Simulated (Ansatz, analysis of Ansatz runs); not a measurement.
# Interstitial H in bcc V, hop from a tetrahedral to the next tetrahedral site: migration barrier, PBE, part 2 of 2

How near does this set-up come to the measured migration barrier? Subject: interstitial H in bcc V, hop from a tetrahedral to the next tetrahedral site. Set-up: PBE, 32-site cell, PBE lattice, 420 eV, k: 4x4x4 Gamma-centred, Fermi-Dirac 0.05 eV. The model is a cell of 32 host atoms with 1 H put in. The barrier is the energy of the highest image of a climbing band over the relaxed site that the atom leaves. This set-up takes another sampling or smearing than the usual one for this cell.

Ansatz 0.2.0; PBE, 32-site cell, PBE lattice, 420 eV, k: 4x4x4 Gamma-centred, Fermi-Dirac 0.05 eV.

So far: The starting structure; Relaxation, charge 0.

## Step 3: Nudged elastic band

A band of images joins the two ends; its highest image climbs to the saddle, whose energy over the site left is the barrier.

This step: plane-wave PAW DFT, PBE; nudged elastic band between two relaxed defect structures at fixed charge.

Input file neb/input.yaml:

```yaml
crystal:
  lattice:
    - [0.0, 5.99246225, 5.99246225]
    - [5.99246225, 0.0, 5.99246225]
    - [5.99246225, 5.99246225, 0.0]
  atoms:
    - { symbol: V, position: [-0.000236047, -0.000313445, 0.000313445] }
    - { symbol: V, position: [0.124538778, 0.123318527, 0.126143839] }
    - { symbol: V, position: [0.250998855, 0.249538778, 0.248318527] }
    - { symbol: V, position: [0.377545956, 0.372454044, 0.364843144] }
    - { symbol: V, position: [-0.001681473, 0.001143839, 0.500998855] }
    - { symbol: V, position: [0.124391039, 0.123970036, 0.626386042] }
    - { symbol: V, position: [0.247454044, 0.239843144, 0.760156856] }
    - { symbol: V, position: [0.375573869, 0.374426131, 0.877574207] }
    - { symbol: V, position: [-0.001029964, 0.501386042, 0.000252883] }
    - { symbol: V, position: [0.12438595, 0.62561405, 0.124762905] }
    - { symbol: V, position: [0.249426131, 0.752574207, 0.247425793] }
    - { symbol: V, position: [0.376386042, 0.875252883, 0.374391039] }
    - { symbol: V, position: [-0.002574207, 0.500573869, 0.499426131] }
    - { symbol: V, position: [0.114843144, 0.635156856, 0.627545956] }
    - { symbol: V, position: [0.248613958, 0.751029964, 0.750608961] }
    - { symbol: V, position: [0.374001145, 0.873856161, 0.876681473] }
    - { symbol: V, position: [0.50061405, -0.000237095, 0.000237095] }
    - { symbol: V, position: [0.625236047, 0.124763953, 0.124686555] }
    - { symbol: V, position: [0.750252883, 0.249391039, 0.248970036] }
    - { symbol: V, position: [0.876143839, 0.375998855, 0.374538778] }
    - { symbol: V, position: [0.500608961, -0.000252883, 0.498613958] }
    - { symbol: V, position: [0.627574207, 0.122425793, 0.625573869] }
    - { symbol: V, position: [0.750237095, 0.24938595, 0.75061405] }
    - { symbol: V, position: [0.874747117, 0.373613958, 0.876029964] }
    - { symbol: V, position: [0.500461222, 0.499001145, -0.001143839] }
    - { symbol: V, position: [0.626029964, 0.625608961, 0.124747117] }
    - { symbol: V, position: [0.750313445, 0.750236047, 0.249763953] }
    - { symbol: V, position: [0.874762905, 0.875237095, 0.37438595] }
    - { symbol: V, position: [0.510156856, 0.502545956, 0.497454044] }
    - { symbol: V, position: [0.626681473, 0.625461222, 0.624001145] }
    - { symbol: V, position: [0.748856161, 0.751681473, 0.750461222] }
    - { symbol: V, position: [0.874686555, 0.875313445, 0.875236047] }
    - { symbol: H, position: [0.3125, 0.4375, 0.5625] }
basis:
  ecutwfc: 420
  xc_grid: 2
hamiltonian:
  xc: pbe
kpoints:
  mp_grid: { grid: [4, 4, 4] }
scf:
  occupations: { method: fermi_dirac, width: 0.05 }
  max_iter: 120
output:
  forces: true
neb:
  images: 3
  f_tol: 0.04
  climbing: true
  initial_path: idpp
  max_iterations: 45
  order_check: false
  final_atoms:
    - { symbol: V, position: [-0.000471997, -0.000187692, 0.000187692] }
    - { symbol: V, position: [0.126141447, 0.123367697, 0.12609432] }
[... 1 atom line left out ...]
    - { symbol: V, position: [0.385299502, 0.372503258, 0.364793636] }
[... 2 atom lines left out ...]
    - { symbol: V, position: [0.252688499, 0.239892256, 0.760107744] }
    - { symbol: V, position: [0.375751569, 0.373663155, 0.875980749] }
[... 2 atom lines left out ...]
    - { symbol: V, position: [0.250716412, 0.752623825, 0.247376175] }
    - { symbol: V, position: [0.375756893, 0.875286312, 0.374336245] }
    - { symbol: V, position: [-0.010014607, 0.502595362, 0.497404638] }
    - { symbol: V, position: [0.122596396, 0.635206364, 0.627496742] }
    - { symbol: V, position: [0.249143448, 0.751730923, 0.750411706] }
[... 6 atom lines left out ...]
    - { symbol: V, position: [0.625395473, 0.124019251, 0.626336845] }
[... 3 atom lines left out ...]
    - { symbol: V, position: [0.62537945, 0.625663755, 0.124713688] }
[... 2 atom lines left out ...]
    - { symbol: V, position: [0.502716963, 0.500623274, 0.499376726] }
[... 3 atom lines left out ...]
    - { symbol: H, position: [0.187642448, 0.43754931, 0.56245069] }
```

Run with:

```bash
ansatz run input.yaml --threads 4 --pin off --max-ram 14131MiB --backend cpu --events-out ev --progress --plain --runs-dir out
```

Numbers of over 12 decimals in the logs are rounded to 6 here.

The log of the run:

```text
[...]
Warning: neb: disabling space-group detection — the band's intermediate images generally break the endpoint symmetry, so no spatial operation reduces the k-mesh or symmetrises the density, except that a semilocal band can use its path's symmetry ahead of [...]
[...]
parallel-image band execution: 2 concurrent image workers
NEB image 0
Crystal: 33 atoms, lattice volume = 430.374 Å³
Basis set: ecut = 420 eV, 8393 PW (Γ), exchange–correlation on 120×120×120 points (8 copies of the dense FFT grid, shifted against one another)
Bands: 251, of which v1, the nominal top of the filled ones, is band 209 counted from 1 (208 counted from 0)
Symmetry: 1 space group operations
k-points: 36 of 64 (time reversal used)
[...]
SCF iter   1: F=—  HF=-93213.582544 eV  |F-HF|=—  |Δ(HF+E_count)|=         —  Δρ=6.08e-3  dr2=1.85e-1  ethr=1.77e-3  ⟨swp⟩=7.7  Hψ=32190  notcnv=0  defer=116
[...]
SCF iter   7: F=-93213.590368 eV  HF=-93213.590368 eV  |F-HF|=1.88e-8  |Δ(HF+E_count)|=   9.17e-8  Δρ=2.72e-6  dr2=2.75e-8  ethr=2.40e-11  ⟨swp⟩=2.0  Hψ=28077  notcnv=0
SCF 1 converged in 7 iterations: F = -93213.590368 eV  dr2 = 2.75e-8
[...]
NSCF: frozen V_eff on 36 k-points
NEB image 4
SCF iter   1: F=—  HF=-93213.580048 eV  |F-HF|=—  |Δ(HF+E_count)|=         —  Δρ=6.07e-3  dr2=1.87e-1  ethr=1.77e-3  ⟨swp⟩=7.3  Hψ=32201  notcnv=0  defer=115
[...]
SCF iter   7: F=-93213.590368 eV  HF=-93213.590368 eV  |F-HF|=1.55e-8  |Δ(HF+E_count)|=   1.16e-7  Δρ=2.72e-6  dr2=2.47e-8  ethr=2.40e-11  ⟨swp⟩=2.0  Hψ=28061  notcnv=0
SCF 2 converged in 7 iterations: F = -93213.590368 eV  dr2 = 2.47e-8
[...]
NEB end point (image 0): max|allowed force component| = 8.071e-3 eV/Å (the criterion of neb.relax_end_points is 1.000e-2)
NEB end point (image 4): max|allowed force component| = 8.089e-3 eV/Å (the criterion of neb.relax_end_points is 1.000e-2)
NEB image 1
SCF iter   1: F=—  HF=-93213.470275 eV  |F-HF|=—  |Δ(HF+E_count)|=         —  Δρ=6.62e-3  dr2=2.87e-1  ethr=1.77e-3  ⟨swp⟩=7.4  Hψ=32640  notcnv=0  defer=119
[...]
SCF iter   7: F=-93213.477801 eV  HF=-93213.477801 eV  |F-HF|=2.04e-8  |Δ(HF+E_count)|=   9.22e-8  Δρ=2.97e-6  dr2=3.20e-8  ethr=2.40e-11  ⟨swp⟩=2.3  Hψ=28019  notcnv=0
SCF 3 converged in 7 iterations: F = -93213.477801 eV  dr2 = 3.20e-8
NEB image 2
SCF iter   1: F=—  HF=-93213.378109 eV  |F-HF|=—  |Δ(HF+E_count)|=         —  Δρ=6.86e-3  dr2=3.31e-1  ethr=1.77e-3  ⟨swp⟩=7.3  Hψ=32612  notcnv=0  defer=113
[...]
SCF iter   7: F=-93213.382302 eV  HF=-93213.382302 eV  |F-HF|=2.71e-8  |Δ(HF+E_count)|=   1.08e-7  Δρ=3.15e-6  dr2=3.97e-8  ethr=2.40e-11  ⟨swp⟩=2.6  Hψ=28099  notcnv=0
SCF 4 converged in 7 iterations: F = -93213.382302 eV  dr2 = 3.97e-8
NEB image 3
SCF iter   1: F=—  HF=-93213.471196 eV  |F-HF|=—  |Δ(HF+E_count)|=         —  Δρ=6.61e-3  dr2=2.85e-1  ethr=1.77e-3  ⟨swp⟩=7.4  Hψ=32745  notcnv=0  defer=111
[...]
SCF iter   7: F=-93213.477800 eV  HF=-93213.477800 eV  |F-HF|=2.11e-8  |Δ(HF+E_count)|=   8.81e-8  Δρ=2.99e-6  dr2=3.27e-8  ethr=2.40e-11  ⟨swp⟩=2.3  Hψ=28011  notcnv=0
SCF 5 converged in 7 iterations: F = -93213.477800 eV  dr2 = 3.27e-8
NEB iter   1: max|band force component| = 6.967e-1 eV/Å  barrier→ = 0.2081 eV  barrier← = 0.2081 eV  Δτ_max = 0.0529 Å  (35 SCF iters)
NEB image 1
[...]
iter 1 solved again at ethr=4.67e-5 eV; its pass at ethr=3.10e-3 eV (dr2=1.95e-1 eV) is discarded
[...]
SCF iter   7: F=-93213.534919 eV  HF=-93213.534919 eV  |F-HF|=1.99e-8  |Δ(HF+E_count)|=   7.62e-8  Δρ=2.57e-6  dr2=3.02e-8  ethr=2.40e-11  ⟨swp⟩=4.6  Hψ=34330  notcnv=0
SCF 6 converged in 7 iterations: F = -93213.534919 eV  dr2 = 3.02e-8
NEB image 2
[...]
SCF iter   7: F=-93213.467339 eV  HF=-93213.467339 eV  |F-HF|=2.94e-8  |Δ(HF+E_count)|=   1.13e-7  Δρ=3.44e-6  dr2=4.29e-8  ethr=2.40e-11  ⟨swp⟩=4.7  Hψ=34610  notcnv=0
SCF 7 converged in 7 iterations: F = -93213.467339 eV  dr2 = 4.29e-8
NEB image 3
[...]
SCF iter   7: F=-93213.534919 eV  HF=-93213.534919 eV  |F-HF|=2.51e-8  |Δ(HF+E_count)|=   7.83e-8  Δρ=2.68e-6  dr2=3.62e-8  ethr=2.40e-11  ⟨swp⟩=4.6  Hψ=34319  notcnv=0
SCF 8 converged in 7 iterations: F = -93213.534919 eV  dr2 = 3.62e-8
NEB iter   2: max|band force component| = 1.936e-1 eV/Å  barrier→ = 0.1230 eV  barrier← = 0.1230 eV  CI = image 2  Δτ_max = 0.0330 Å  (21 SCF iters)
NEB image 1
[...]
SCF iter   7: F=-93213.546206 eV  HF=-93213.546206 eV  |F-HF|=3.43e-9  |Δ(HF+E_count)|=   1.72e-8  Δρ=1.26e-6  dr2=5.68e-9  ethr=2.40e-11  ⟨swp⟩=5.4  Hψ=27873  notcnv=0
SCF 9 converged in 7 iterations: F = -93213.546206 eV  dr2 = 5.68e-9
NEB image 2
[...]
SCF iter   7: F=-93213.485189 eV  HF=-93213.485189 eV  |F-HF|=7.81e-9  |Δ(HF+E_count)|=   2.93e-8  Δρ=1.68e-6  dr2=1.26e-8  ethr=2.40e-11  ⟨swp⟩=5.6  Hψ=28230  notcnv=0
SCF 10 converged in 7 iterations: F = -93213.485189 eV  dr2 = 1.26e-8
NEB image 3
[...]
SCF iter   7: F=-93213.546206 eV  HF=-93213.546206 eV  |F-HF|=3.38e-9  |Δ(HF+E_count)|=   1.70e-8  Δρ=1.23e-6  dr2=5.85e-9  ethr=2.40e-11  ⟨swp⟩=5.5  Hψ=27750  notcnv=0
SCF 11 converged in 7 iterations: F = -93213.546206 eV  dr2 = 5.85e-9
NEB iter   3: max|band force component| = 7.972e-2 eV/Å  barrier→ = 0.1052 eV  barrier← = 0.1052 eV  CI = image 2  Δτ_max = 0.0145 Å  (21 SCF iters)
NEB image 1
[...]
SCF iter   6: F=-93213.547442 eV  HF=-93213.547442 eV  |F-HF|=3.03e-8  |Δ(HF+E_count)|=   1.03e-8  Δρ=2.32e-6  dr2=3.46e-8  ethr=2.40e-11  ⟨swp⟩=5.6  Hψ=29072  notcnv=0
SCF 12 converged in 6 iterations: F = -93213.547442 eV  dr2 = 3.46e-8
NEB image 2
[...]
SCF iter   6: F=-93213.487523 eV  HF=-93213.487523 eV  |F-HF|=7.02e-8  |Δ(HF+E_count)|=   1.64e-8  Δρ=3.64e-6  dr2=7.90e-8  ethr=2.40e-11  ⟨swp⟩=6.0  Hψ=30726  notcnv=0
SCF 13 converged in 6 iterations: F = -93213.487523 eV  dr2 = 7.90e-8
NEB image 3
[...]
SCF iter   6: F=-93213.547442 eV  HF=-93213.547442 eV  |F-HF|=3.03e-8  |Δ(HF+E_count)|=   1.03e-8  Δρ=2.33e-6  dr2=3.45e-8  ethr=2.40e-11  ⟨swp⟩=5.6  Hψ=29134  notcnv=0
SCF 14 converged in 6 iterations: F = -93213.547442 eV  dr2 = 3.45e-8
NEB image 1
[...]
NEB image 3
[...]
NEB image 2
[...]
the search or the solves at the SCF's close may have found levels that the self-consistency loop had missed (the run counts none). By its estimate they hold under 1e-12 electrons; where the run keeps them, the occupations were computed again with them
[...]
NEB iter   4: max|band force component| = 2.141e-2 eV/Å  barrier→ = 0.1028 eV  barrier← = 0.1028 eV  CI = image 2  Δτ_max = 0.0000 Å  (18 SCF iters)
SCF converged after 6 iterations
Free energy (F): -93213.487523 eV
[...]
Internal energy: -93213.056781 eV  (E = F + TS)
E sigma→0 (E₀):  -93213.272152 eV
Entropy (-TS):   -0.430742 eV (-13.053 meV/atom)
Fermi energy:    16.617297 eV
[...]
--- Forces (eV/Å), atoms counted from 1 ---
  atom   1  V      0.00060492    -0.00093064    -0.00281603
  atom   2  V     -0.00085124    -0.00354891     0.00354899
  [... 1 atom left out ...]
  atom   4  V     -0.01223174     0.00676809    -0.00676787
  [... 2 atoms left out ...]
  atom   7  V      0.00132819    -0.00081907     0.00081949
  atom   8  V     -0.00260781    -0.01007945    -0.00418001
  [... 2 atoms left out ...]
  atom  11  V      0.00070600     0.00323960    -0.00324013
  [... 1 atom left out ...]
  atom  13  V      0.00024576     0.00609188     0.00366720
  atom  14  V     -0.00253327     0.01035159    -0.01035220
  [... 7 atoms left out ...]
  atom  22  V      0.00287139    -0.00994390    -0.00419209
  [... 3 atoms left out ...]
  atom  26  V      0.00040174     0.00423463    -0.00001530
  [... 2 atoms left out ...]
  atom  29  V      0.00024545    -0.00366661    -0.00609186
  [... 3 atoms left out ...]
  atom  33  H      0.01679014    -0.02141009     0.02140972
  max |Σ_I F_I| component: 8.84e-6 eV/Å
--- Band table (eV; the first three rows and the last of 36) ---
[...]
[... further k-points left out ...]
this run last wrote the band of iteration 4 to <dir>
--- NEB band (5 images, 4 band iterations, 95 SCF iterations) ---
  forward barrier  = 0.102845 eV
  backward barrier = 0.102845 eV
  lagrangian_above_aufbau_ev (what the smearing adds, to first order; not taken off the barriers): saddle image -0.209549 eV, end points -0.210732 and -0.210731 eV
  climbing image's point = of an order that was not read
  energies are F+E_penalty+E_count in eV, relative to image 0
  image     s (Å)  Δ vs image 0  max|band force component| (eV/Å)
      0    0.0000      0.000000                                 —
      1    0.3011      0.042926                          1.223e-2
  *   2    0.6023      0.102845                          2.141e-2
      3    0.9035      0.042926                          1.223e-2
      4    1.2046     -0.000000                                 —
  climbing-image geometry (image 2):
  cell:  # Å, volume = 430.3739 Å³
    - [0.0, 5.99246225, 5.99246225]
    - [5.99246225, 0.0, 5.99246225]
    - [5.99246225, 5.99246225, 0.0]
  atoms:
    - { symbol: V, position: [0.002467, -0.000551, 0.000550] }
    - { symbol: V, position: [0.124796, 0.124281, 0.126269] }
    - { symbol: V, position: [0.252909, 0.247328, 0.247509] }
    - { symbol: V, position: [0.388855, 0.365899, 0.356533] }
    - { symbol: V, position: [-0.003157, 0.004346, 0.502110] }
    - { symbol: V, position: [0.125730, 0.124210, 0.625456] }
    - { symbol: V, position: [0.250085, 0.242790, 0.757183] }
    - { symbol: V, position: [0.374405, 0.374546, 0.875794] }
    - { symbol: V, position: [-0.003226, 0.502412, 0.004183] }
    - { symbol: V, position: [0.124775, 0.624435, 0.127102] }
    - { symbol: V, position: [0.250075, 0.752956, 0.247037] }
    - { symbol: V, position: [0.375360, 0.872897, 0.375576] }
    - { symbol: V, position: [0.001368, 0.498868, 0.501135] }
    - { symbol: V, position: [0.111290, 0.643489, 0.634073] }
    - { symbol: V, position: [0.247214, 0.752513, 0.752683] }
    - { symbol: V, position: [0.375340, 0.873737, 0.875725] }
    - { symbol: V, position: [0.497677, -0.000551, 0.000550] }
    - { symbol: V, position: [0.628584, 0.120421, 0.122554] }
    - { symbol: V, position: [0.752397, 0.247328, 0.247509] }
    - { symbol: V, position: [0.873463, 0.375729, 0.377488] }
    - { symbol: V, position: [0.503355, -0.004182, 0.497615] }
    - { symbol: V, position: [0.624747, 0.124210, 0.625456] }
    - { symbol: V, position: [0.750071, 0.249999, 0.750002] }
    - { symbol: V, position: [0.875397, 0.374546, 0.875794] }
    - { symbol: V, position: [0.503280, 0.497891, -0.004309] }
    - { symbol: V, position: [0.623830, 0.624435, 0.127102] }
    - { symbol: V, position: [0.750071, 0.746200, 0.253800] }
    - { symbol: V, position: [0.876310, 0.872897, 0.375576] }
    - { symbol: V, position: [0.498772, 0.498868, 0.501135] }
    - { symbol: V, position: [0.626665, 0.622524, 0.624288] }
    - { symbol: V, position: [0.747732, 0.752513, 0.752683] }
    - { symbol: V, position: [0.871546, 0.877468, 0.879582] }
    - { symbol: H, position: [0.250166, 0.453864, 0.545946] }
```

Elapsed: 51 min, on 4 threads of Arm Neoverse V1, shared host; peak memory 10 GiB.

In the SCF lines HF is the Harris–Foulkes energy and dr2 the Hartree energy of the density residual, in eV; the loop may stop once dr2 is under the threshold and the program's other checks hold. Hψ counts applications of the Hamiltonian.

The path, image by image:

| image | path (Å) | energy (eV) | H33: x, y, z (Å) |
| --- | --- | --- | --- |
| 0 | 0.000 | 0.0000 | 5.992, 5.243, 4.494 |
| 1 | 0.301 | 0.0429 | 5.992, 4.998, 4.407 |
| 2 | 0.602 | 0.1028 | 5.991, 4.771, 4.219 |
| 3 | 0.903 | 0.0429 | 5.992, 4.583, 3.991 |
| 4 | 1.205 | 0.0000 | 5.992, 4.495, 3.746 |

Numbers from this step:

| Item | Value |
| --- | --- |
| free energy | -93213.4875 eV |
| smearing term TS | 0.4307 eV |
| barrier forward | 0.1028 eV |
| barrier backward | 0.1028 eV |

## Step 4: Summary of results

| Item | Value |
| --- | --- |
| migration barrier (saddle less minimum) | 0.10 eV |
| energy difference of the two ends | 0.00 eV |
| length of the hop | 1.06 Å |
| time of the whole chain | 59 min on 4 threads |

**Reading.** Migration barrier: computed 0.10 eV, measured 0.046 eV; 0.06 eV above the measurement. The measured number is an Arrhenius activation energy of long-range diffusion; for H it holds zero-point energy and, in bcc metals near room temperature, tunnelling. One hop between neighbouring sites is computed at the host's lattice. Limits: the periodic copies of the defect are only 8.5 Å apart.

[Logs are printed without paths, hosts, clocks, repeated set-up lines and the standing remarks that a program may print on its own settings, such as how far it seeks lower states.]

[Hosts, paths, dates, database ids (printed as entryN), source tags and the programs' standing remarks are cut or masked in the printed files.]

[For some hosts the program warned that the k-mesh of the response run may be too coarse for force constants and the static dielectric constant; such warnings are not shown here.]
